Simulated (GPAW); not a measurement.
**The basis that the transmission of a B chain with one C atom in line needs**

How well does a B chain with one C atom in line conduct at low bias, and how far do basis and functional move the answer?

Method: GPAW LCAO, PAW setups; Landauer transmission from Green's functions with principal layers (ASE), zero bias, in GPAW 26.7.0.

## Step 1: The structure

The cell holds 13 atoms: 12 B and 1 C. Its edges and angles: a = 9.000 Å, b = 9.000 Å, c = 19.788 Å, α = 90.0°, β = 90.0°, γ = 90.0°. Regions: left lead, 6 atoms (6 B); channel, 1 atom (1 C); right lead, 6 atoms (6 B). Vacuum lies along a and b. The structure is stacked along c, and the current runs across the ab planes.

## Step 2: GPAW, dzp

The script solves lead and junction separately, takes H and S in the orbital basis, and joins semi-infinite leads through their self-energies; the dzp basis is the working standard.

The input, run.py:

```python
import json
import numpy as np
from ase import Atoms
from ase.transport.calculators import TransportCalculator
from gpaw import GPAW, FermiDirac
from gpaw.lcao.tools import get_lcao_hamiltonian
from scipy.linalg import eigh

# The junction with lead layers at both ends, along the third cell vector
device = Atoms(
    ['B', 'B', 'B', 'B', 'B', 'B', 'C', 'B', 'B', 'B', 'B', 'B', 'B'],
    positions=[
        [4.50000, 4.50000, 0.77500],
        [4.50000, 4.50000, 2.32500],
        [4.50000, 4.50000, 3.87500],
        [4.50000, 4.50000, 5.42500],
        [4.50000, 4.50000, 6.97500],
        [4.50000, 4.50000, 8.52500],
        [4.50000, 4.50000, 9.89410],
        [4.50000, 4.50000, 11.26320],
        [4.50000, 4.50000, 12.81320],
        [4.50000, 4.50000, 14.36320],
        [4.50000, 4.50000, 15.91320],
        [4.50000, 4.50000, 17.46320],
        [4.50000, 4.50000, 19.01320]],
    cell=[[9.0, 0.0, 0.0], [0.0, 9.0, 0.0], [0.0, 0.0, 19.7882]],
    pbc=True)

# One principal layer of the lead: the first 4 atoms of the device
lead = Atoms(
    ['B', 'B', 'B', 'B'],
    positions=[
        [4.50000, 4.50000, 0.77500],
        [4.50000, 4.50000, 2.32500],
        [4.50000, 4.50000, 3.87500],
        [4.50000, 4.50000, 5.42500]],
    cell=[[9.0, 0.0, 0.0], [0.0, 9.0, 0.0], [0.0, 0.0, 6.2]],
    pbc=True)

settings = dict(mode='lcao', basis='dzp', xc='PBE', h=0.2,
                occupations=FermiDirac(0.1), maxiter=250,
                mixer=dict(beta=0.1, nmaxold=8, weight=100.0),
                convergence=dict(density=0.0001))
energies = np.arange(-2, 2 + 1e-9, 0.05)
eta = 0.0001
n1, n2 = 1, 1
# k and -k transmit alike, so half of the mesh across the current serves
mesh = [(i, j) for i in range(n1) for j in range(n2) if (i, j) <= (-i % n1, -j % n2)]
weights = np.array([1 if (i, j) == (-i % n1, -j % n2) else 2 for i, j in mesh]) / (n1 * n2)

# [... helper functions left out ...]
fermi_lead = ground_state(lead, (1, 1, 18), 'lead.txt')
fermi_device = ground_state(device, (1, 1, 4), 'device.txt')
# [... loop over the mesh left out, but for ...]
        # Shift the lead onto the potential of the device's first layer
        shift = ((H[:, 0, 0] - H0[:, 0, 0]) / S0[0, 0]).real.mean()
# [...]
kT = 8.617333e-5 * 200
bias = [0.1, 0.2, 0.5, 1.0, 1.5, 2.0]
# [... integrals and printing left out ...]
```

Command:

```bash
> OMP_NUM_THREADS=1 OPENBLAS_NUM_THREADS=1 python run.py
```

What it wrote:

```text
basis functions: device 169, principal layer 52
Fermi level: lead -4.8868 eV, device -4.8875 eV; lead shifted by -0.0062 eV
largest coupling past the next layer 9.55e-05 eV, largest misfit of the first layer 0.074 eV
  E-E_F (eV)   T (one spin)  channels
    -2.000    9.5149e-13    0.0000
    -1.950    9.4326e-13    0.0000
    -1.900    9.3816e-13    0.0000
    -1.850    9.3662e-13    0.0000
    -1.800    9.5274e-13    0.0000
    -1.750    1.1828e-12    0.0000
    -1.700    1.0539e-11    0.0000
    -1.650    1.3206e-12    0.0000
    -1.600    1.1189e-12    0.0000
    -1.550    1.0841e-12    0.0000
    -1.500    1.1005e-12    0.0000
    -1.450    1.1634e-12    0.0000
    -1.400    1.3008e-12    0.0000
    -1.350    1.5856e-12    0.0000
    -1.300    2.1988e-12    0.0000
    -1.250    3.6221e-12    0.0000
[...]
1.650    1.5890e+00    2.0000
     1.700    1.5967e+00    2.0000
     1.750    1.6047e+00    2.0000
     1.800    1.6128e+00    2.0000
     1.850    1.6210e+00    2.0000
     1.900    1.6293e+00    2.0000
     1.950    1.6376e+00    2.0000
     2.000    1.6459e+00    2.0000
conductance at 200 K: 1.606 G0 a cell; thermopower -0.3293 uV/K
current from the zero-bias T(E) at 0.1 V: 12.439 uA
current from the zero-bias T(E) at 0.2 V: 24.852 uA
current from the zero-bias T(E) at 0.5 V: 61.665 uA
current from the zero-bias T(E) at 1.0 V: 119.6 uA
current from the zero-bias T(E) at 1.5 V: 168.3 uA
current from the zero-bias T(E) at 2.0 V: 202.54 uA
```

Elapsed: 49 s, on 1 thread of Arm Neoverse N1, shared host; peak memory 0.66 GiB.

Numbers from this step:

| Item | Value |
| --- | --- |
| conductance | 1.606 G₀ |
| largest coupling past the next principal layer | 9.55e-5 eV |
| largest misfit of the first principal layer | 0.07363 eV |
| shift that aligns the lead | -0.006236 eV |
| basis functions of the junction | 169 |
| basis functions of a principal layer | 52 |
| transmission at the Fermi level (one spin) | 1.607 |
| open channels of the lead at the Fermi level (one spin) | 2 |

One spin. Table of transmission, zone mean by energy, zero at the Fermi level:

```csv
energy (eV),"transmission, zone mean"
-2.000,0
-1.800,0
-1.600,1.1e-12
-1.400,1.3e-12
-1.200,7.3e-12
-1.000,1.9e-9
-0.800,0.466
-0.600,1.04
-0.400,1.39
-0.200,1.55
0.000,1.61
0.200,1.61
0.400,1.58
0.600,1.56
0.800,1.54
1.000,1.53
1.200,1.54
1.400,1.56
1.600,1.58
1.800,1.61
2.000,1.65
```

Crossings of the lead's bands, unfolded to its shortest repeat. The open channels, zone mean by energy, zero at the Fermi level:

energy (eV), open channels, zone mean and a bar:
```
   -1.000       0.00 
   -0.800       2.00 ##############################
   -0.600       2.00 ##############################
   -0.400       2.00 ##############################
   -0.200       2.00 ##############################
    0.000       2.00 ##############################
    0.200       2.00 ##############################
    0.400       2.00 ##############################
    0.600       2.00 ##############################
    0.800       2.00 ##############################
    1.000       2.00 ##############################
    1.200       2.00 ##############################
    1.400       2.00 ##############################
    1.600       2.00 ##############################
    1.800       2.00 ##############################
    2.000       2.00 ##############################
```

Not self-consistent under bias; the bias window is split evenly. The current through one cell, from the zero-bias transmission by bias:

```
bias (V)  current through one cell, from the zero-bias transmission (μA)
   0.100                                                            12.4
   0.200                                                            24.9
   0.500                                                            61.7
   1.000                                                             120
   1.500                                                             168
   2.000                                                             203
```

Table of transmission of the three most open eigenchannels by energy, zero at the Fermi level:

| energy (eV) | channel 1 = channel 2 | channel 3 |
| --- | --- | --- |
| -2.00 | 0 | 0 |
| -1.85 | 0 | 0 |
| -1.70 | 4.8e-12 | 0 |
| -1.60 | 0 | 0 |
| -1.45 | 0 | 0 |
| -1.30 | 0 | 0 |
| -1.15 | 8.7e-12 | 0 |
| -1.05 | 1.2e-10 | 0 |
| -0.90 | 0.0653 | 0 |
| -0.75 | 0.313 | 0 |
| -0.60 | 0.519 | 0 |
| -0.50 | 0.621 | 0 |
| -0.35 | 0.722 | 0 |
| -0.20 | 0.776 | 0 |
| -0.05 | 0.800 | 0 |
| 0.00 | 0.803 | 0 |
| 0.05 | 0.805 | 0 |
| 0.20 | 0.804 | 0 |
| 0.35 | 0.796 | 0 |
| 0.50 | 0.786 | 0 |
| 0.60 | 0.779 | 0 |
| 0.75 | 0.771 | 0 |
| 0.90 | 0.767 | 0 |
| 1.05 | 0.766 | 0 |
| 1.15 | 0.768 | 0 |
| 1.30 | 0.773 | 0 |
| 1.45 | 0.781 | 0 |
| 1.60 | 0.791 | 0 |
| 1.70 | 0.798 | 0 |
| 1.85 | 0.810 | 0 |
| 2.00 | 0.823 | 0 |

Couplings past the next layer reach 9.5e-5 eV, small enough to drop; the matrix elements of the cell's first layer differ from the bulk lead's by up to 0.074 eV. That layer keeps its own values in the calculation, and only beyond it is the lead taken as perfect. The Fermi levels of lead and junction count from different zeros of potential, one for each periodic cell; with both set to zero, the small remaining shift is what aligns them. By hand: G = 1.606 × 77.48 μS = 124 μS, a resistance of 8.04 kΩ; at 0.1 V a linear junction would pass 12.4 μA, and the integral over the bias window gives 12.4 μA.

## Step 3: Single-zeta polarised basis

The second zeta is dropped, the polarisation orbitals stay.

run.py: that of step 2 with these lines changed.

```diff
@@ -39,3 +39,3 @@
 
-settings = dict(mode='lcao', basis='dzp', xc='PBE', h=0.2,
+settings = dict(mode='lcao', basis='szp(dzp)', xc='PBE', h=0.2,
                 occupations=FermiDirac(0.1), maxiter=250,
```

What it wrote:

```text
basis functions: device 117, principal layer 36
Fermi level: lead -6.2058 eV, device -6.2499 eV; lead shifted by -0.0044 eV
largest coupling past the next layer 9.58e-05 eV, largest misfit of the first layer 0.077 eV
  E-E_F (eV)   T (one spin)  channels
    -2.000    5.4695e-19    0.0000
    -1.950    2.2852e-18    0.0000
    -1.900    7.3190e-18    0.0000
    -1.850    2.1675e-17    0.0000
    -1.800    6.3960e-17    0.0000
    -1.750    1.9817e-16    0.0000
    -1.700    6.8417e-16    0.0000
    -1.650    2.9173e-15    0.0000
    -1.600    2.0322e-14    0.0000
    -1.550    2.2117e-12    0.0000
    -1.500    1.6199e-13    0.0000
    -1.450    7.1652e-14    0.0000
    -1.400    6.5491e-14    0.0000
    -1.350    8.0527e-14    0.0000
    -1.300    1.1835e-13    0.0000
    -1.250    1.9856e-13    0.0000
[...]
1.650    1.5816e+00    2.0000
     1.700    1.5912e+00    2.0000
     1.750    1.6009e+00    2.0000
     1.800    1.6107e+00    2.0000
     1.850    1.6205e+00    2.0000
     1.900    1.6302e+00    2.0000
     1.950    1.6399e+00    2.0000
     2.000    1.6495e+00    2.0000
conductance at 200 K: 1.5906 G0 a cell; thermopower -0.3543 uV/K
current from the zero-bias T(E) at 0.1 V: 12.319 uA
current from the zero-bias T(E) at 0.2 V: 24.603 uA
current from the zero-bias T(E) at 0.5 V: 60.887 uA
current from the zero-bias T(E) at 1.0 V: 116.62 uA
current from the zero-bias T(E) at 1.5 V: 159.38 uA
current from the zero-bias T(E) at 2.0 V: 189.07 uA
```

Run time: 41 s. Hardware: 1 thread; peak memory 0.64 GiB.

This step gave:

* conductance: 1.591 G₀
* largest coupling past the next principal layer: 9.58e-5 eV
* largest misfit of the first principal layer: 0.07694 eV
* shift that aligns the lead: -0.004436 eV
* basis functions of the junction: 117
* basis functions of a principal layer: 36
* transmission at the Fermi level (one spin): 1.592

One spin. Table of transmission, zone mean by energy, zero at the Fermi level:

| energy (eV) | transmission, zone mean |
| --- | --- |
| -2.00 | 0 |
| -1.90 | 0 |
| -1.80 | 0 |
| -1.70 | 0 |
| -1.55 | 2.2e-12 |
| -1.45 | 0 |
| -1.35 | 0 |
| -1.25 | 0 |
| -1.15 | 0 |
| -1.05 | 5.0e-12 |
| -0.90 | 4.0e-10 |
| -0.80 | 0.0446 |
| -0.70 | 0.435 |
| -0.60 | 0.797 |
| -0.50 | 1.09 |
| -0.40 | 1.30 |
| -0.25 | 1.49 |
| -0.15 | 1.55 |
| -0.05 | 1.58 |
| 0.00 | 1.59 |
| 0.05 | 1.60 |
| 0.15 | 1.59 |
| 0.25 | 1.58 |
| 0.40 | 1.56 |
| 0.50 | 1.54 |
| 0.60 | 1.52 |
| 0.70 | 1.51 |
| 0.80 | 1.50 |
| 0.90 | 1.50 |
| 1.05 | 1.50 |
| 1.15 | 1.51 |
| 1.25 | 1.52 |
| 1.35 | 1.53 |
| 1.45 | 1.55 |
| 1.55 | 1.56 |
| 1.70 | 1.59 |
| 1.80 | 1.61 |
| 1.90 | 1.63 |
| 2.00 | 1.65 |

Crossings of the lead's bands, unfolded to its shortest repeat. Table of open channels, zone mean by energy, zero at the Fermi level:

| energy (eV) | open channels, zone mean |
| --- | --- |
| -2.00 | 0 |
| -1.90 | 0 |
| -1.80 | 0 |
| -1.70 | 0 |
| -1.55 | 0 |
| -1.45 | 0 |
| -1.35 | 0 |
| -1.25 | 0 |
| -1.15 | 0 |
| -1.05 | 0 |
| -0.90 | 0 |
| -0.80 | 2 |
| -0.70 | 2 |
| -0.60 | 2 |
| -0.50 | 2 |
| -0.40 | 2 |
| -0.25 | 2 |
| -0.15 | 2 |
| -0.05 | 2 |
| 0.00 | 2 |
| 0.05 | 2 |
| 0.15 | 2 |
| 0.25 | 2 |
| 0.40 | 2 |
| 0.50 | 2 |
| 0.60 | 2 |
| 0.70 | 2 |
| 0.80 | 2 |
| 0.90 | 2 |
| 1.05 | 2 |
| 1.15 | 2 |
| 1.25 | 2 |
| 1.35 | 2 |
| 1.45 | 2 |
| 1.55 | 2 |
| 1.70 | 2 |
| 1.80 | 2 |
| 1.90 | 2 |
| 2.00 | 2 |

Not self-consistent under bias; the bias window is split evenly. Current through one cell, from the zero-bias transmission against bias:

```
bias (V)  current through one cell, from the zero-bias transmission (μA)
   0.100                                                            12.3
   0.200                                                            24.6
   0.500                                                            60.9
   1.000                                                             117
   1.500                                                             159
   2.000                                                             189
```

Table of transmission of the three most open eigenchannels by energy, zero at the Fermi level:

| energy (eV) | channel 1 = channel 2 | channel 3 |
| --- | --- | --- |
| -2.00 | 0 | 0 |
| -1.90 | 0 | 0 |
| -1.80 | 0 | 0 |
| -1.70 | 0 | 0 |
| -1.55 | 1.1e-12 | 0 |
| -1.45 | 0 | 0 |
| -1.35 | 0 | 0 |
| -1.25 | 0 | 0 |
| -1.15 | 0 | 0 |
| -1.05 | 2.5e-12 | 0 |
| -0.90 | 2.0e-10 | 0 |
| -0.80 | 0.0223 | 0 |
| -0.70 | 0.218 | 0 |
| -0.60 | 0.398 | 0 |
| -0.50 | 0.544 | 0 |
| -0.40 | 0.649 | 0 |
| -0.25 | 0.743 | 0 |
| -0.15 | 0.776 | 0 |
| -0.05 | 0.792 | 0 |
| 0.00 | 0.796 | 0 |
| 0.05 | 0.798 | 0 |
| 0.15 | 0.796 | 0 |
| 0.25 | 0.790 | 0 |
| 0.40 | 0.778 | 0 |
| 0.50 | 0.769 | 0 |
| 0.60 | 0.762 | 0 |
| 0.70 | 0.755 | 0 |
| 0.80 | 0.751 | 0 |
| 0.90 | 0.749 | 0 |
| 1.05 | 0.750 | 0 |
| 1.15 | 0.754 | 0 |
| 1.25 | 0.759 | 0 |
| 1.35 | 0.765 | 0 |
| 1.45 | 0.773 | 0 |
| 1.55 | 0.781 | 0 |
| 1.70 | 0.796 | 0 |
| 1.80 | 0.805 | 0 |
| 1.90 | 0.815 | 0 |
| 2.00 | 0.825 | 0 |

The conductance, 1.59 G₀, lies 1.0 % below that of the dzp run.

## Step 4: GPAW, sz: basis = "sz(dzp)"

The minimal basis is the cheapest rung: no second zeta and no polarisation.

run.py: that of step 3 with these lines changed.

```diff
@@ -39,3 +39,3 @@
 
-settings = dict(mode='lcao', basis='szp(dzp)', xc='PBE', h=0.2,
+settings = dict(mode='lcao', basis='sz(dzp)', xc='PBE', h=0.2,
                 occupations=FermiDirac(0.1), maxiter=250,
```

What it wrote:

```text
basis functions: device 52, principal layer 16
Fermi level: lead -6.6755 eV, device -6.7372 eV; lead shifted by -0.0050 eV
largest coupling past the next layer 9.60e-05 eV, largest misfit of the first layer 0.082 eV
  E-E_F (eV)   T (one spin)  channels
    -2.000    5.4828e-18    0.0000
    -1.950    1.2176e-17    0.0000
    -1.900    2.8327e-17    0.0000
[...]
1.950    1.6626e+00    2.0000
     2.000    1.6725e+00    2.0000
conductance at 200 K: 1.6042 G0 a cell; thermopower -0.3719 uV/K
current from the zero-bias T(E) at 0.1 V: 12.424 uA
current from the zero-bias T(E) at 0.2 V: 24.815 uA
current from the zero-bias T(E) at 0.5 V: 61.439 uA
current from the zero-bias T(E) at 1.0 V: 117.88 uA
current from the zero-bias T(E) at 1.5 V: 161.8 uA
current from the zero-bias T(E) at 2.0 V: 192.27 uA
```

The job ended after 25 s (1 thread; peak memory 0.6 GiB).

Numbers from this step:

```yaml
conductance: 1.604 G₀
largest_coupling_past_the_next_principal_layer: 9.60e-5 eV
largest_misfit_of_the_first_principal_layer: 0.08185 eV
shift_that_aligns_the_lead: -0.005028 eV
basis_functions_of_the_junction: 52
basis_functions_of_a_principal_layer: 16
transmission_at_the_fermi_level_one_spin: 1.605
```

One spin. Transmission, zone mean against energy, zero at the Fermi level:

```csv
energy (eV),"transmission, zone mean"
-2.000,0
-1.800,0
-1.600,0
-1.400,0
-1.200,0
-1.000,3.4e-11
-0.800,0.125
-0.600,0.827
-0.400,1.32
-0.200,1.54
0.000,1.61
0.200,1.60
0.400,1.58
0.600,1.54
0.800,1.53
1.000,1.52
1.200,1.53
1.400,1.56
1.600,1.59
1.800,1.63
2.000,1.67
```

The conductance equals that of the dzp run to 0.2 %.

## Step 5: revPBE in the dzp basis: xc = "revPBE"

Back in the dzp basis, the functional changes from PBE to revPBE, to set the spread between functionals beside that between bases.

run.py: that of step 4 with these lines changed.

```diff
@@ -39,3 +39,3 @@
 
-settings = dict(mode='lcao', basis='sz(dzp)', xc='PBE', h=0.2,
+settings = dict(mode='lcao', basis='dzp', xc='revPBE', h=0.2,
                 occupations=FermiDirac(0.1), maxiter=250,
```

What it wrote:

```text
basis functions: device 169, principal layer 52
Fermi level: lead -4.8066 eV, device -4.8062 eV; lead shifted by -0.0064 eV
largest coupling past the next layer 9.55e-05 eV, largest misfit of the first layer 0.074 eV
  E-E_F (eV)   T (one spin)  channels
    -2.000    9.6749e-13    0.0000
    -1.950    9.5849e-13    0.0000
    -1.900    9.5249e-13    0.0000
[...]
1.950    1.6349e+00    2.0000
     2.000    1.6432e+00    2.0000
conductance at 200 K: 1.6037 G0 a cell; thermopower -0.3202 uV/K
current from the zero-bias T(E) at 0.1 V: 12.421 uA
current from the zero-bias T(E) at 0.2 V: 24.817 uA
current from the zero-bias T(E) at 0.5 V: 61.583 uA
current from the zero-bias T(E) at 1.0 V: 119.47 uA
current from the zero-bias T(E) at 1.5 V: 168.18 uA
current from the zero-bias T(E) at 2.0 V: 202.43 uA
```

It took 49 s on 1 thread; peak memory 0.66 GiB.

This step gave:

```yaml
largest_coupling_past_the_next_principal_layer: 9.55e-5 eV
largest_misfit_of_the_first_principal_layer: 0.07380 eV
shift_that_aligns_the_lead: -0.006379 eV
basis_functions_of_the_junction: 169
basis_functions_of_a_principal_layer: 52
```

The conductance equals that of the dzp run to 0.2 %.

## Step 6: The ladder

Times are for 1 thread of Arm Neoverse N1, shared host. Results by setting:

| no. | run | conductance (G₀) | time | memory (GiB) |
| --- | --- | --- | --- | --- |
| 1 | dzp | 1.606 | 49 s | 0.66 |
| 2 | szp | 1.591 | 41 s | 0.64 |
| 3 | sz | 1.604 | 25 s | 0.6 |
| 4 | dzp revPBE | 1.604 | 49 s | 0.66 |

## Step 7: Comparison

The curves are compared point by point over the common energies.

This step: comparison of transmission and cost over codes and levels (GPAW 26.7.0).

Ladder, by row:

```csv
step,code,T at the Fermi level (sum over the listed spins),conductance (G0),r.m.s. T(E) from the first,wall time (s),peak memory (GiB),threads
dzp,GPAW,1.607,1.606,0,49.06,0.66,1
szp,GPAW,1.592,1.591,0.1001,41.14,0.64,1
sz,GPAW,1.605,1.604,0.0857,24.76,0.6,1
dzp-revPBE,GPAW,1.605,1.604,0.002333,49.26,0.66,1
```

The transmission, zone mean, sum over the listed spins by energy, zero at the Fermi level:

```csv
energy (eV),dzp,szp,sz,dzp-revPBE
-2.0000,9.5e-13,0,0,9.7e-13
-1.7500,1.2e-12,0,0,1.2e-12
-1.5000,1.1e-12,1.6e-13,1.3e-13,1.1e-12
-1.2500,3.6e-12,2.0e-13,3.2e-13,3.7e-12
-1.0000,1.9e-9,1.6e-11,3.4e-11,2.1e-9
-0.7500,0.626,0.240,0.302,0.630
-0.5000,1.24,1.09,1.11,1.24
-0.2500,1.52,1.49,1.50,1.52
0.0000,1.61,1.59,1.61,1.60
0.2500,1.60,1.58,1.60,1.60
0.5000,1.57,1.54,1.56,1.57
0.7500,1.54,1.51,1.53,1.54
1.0000,1.53,1.50,1.52,1.53
1.2500,1.54,1.52,1.54,1.54
1.5000,1.57,1.55,1.58,1.57
1.7500,1.60,1.60,1.62,1.60
2.0000,1.65,1.65,1.67,1.64
```

[end of part 1 of 2]

[Logs are printed without paths, hosts, clocks, repeated set-up lines and the standing remarks that a program may print on its own settings, such as how far it seeks lower states.]

[Hosts, paths, dates, database ids (printed as entryN), source tags and the programs' standing remarks are cut or masked in the printed files.]
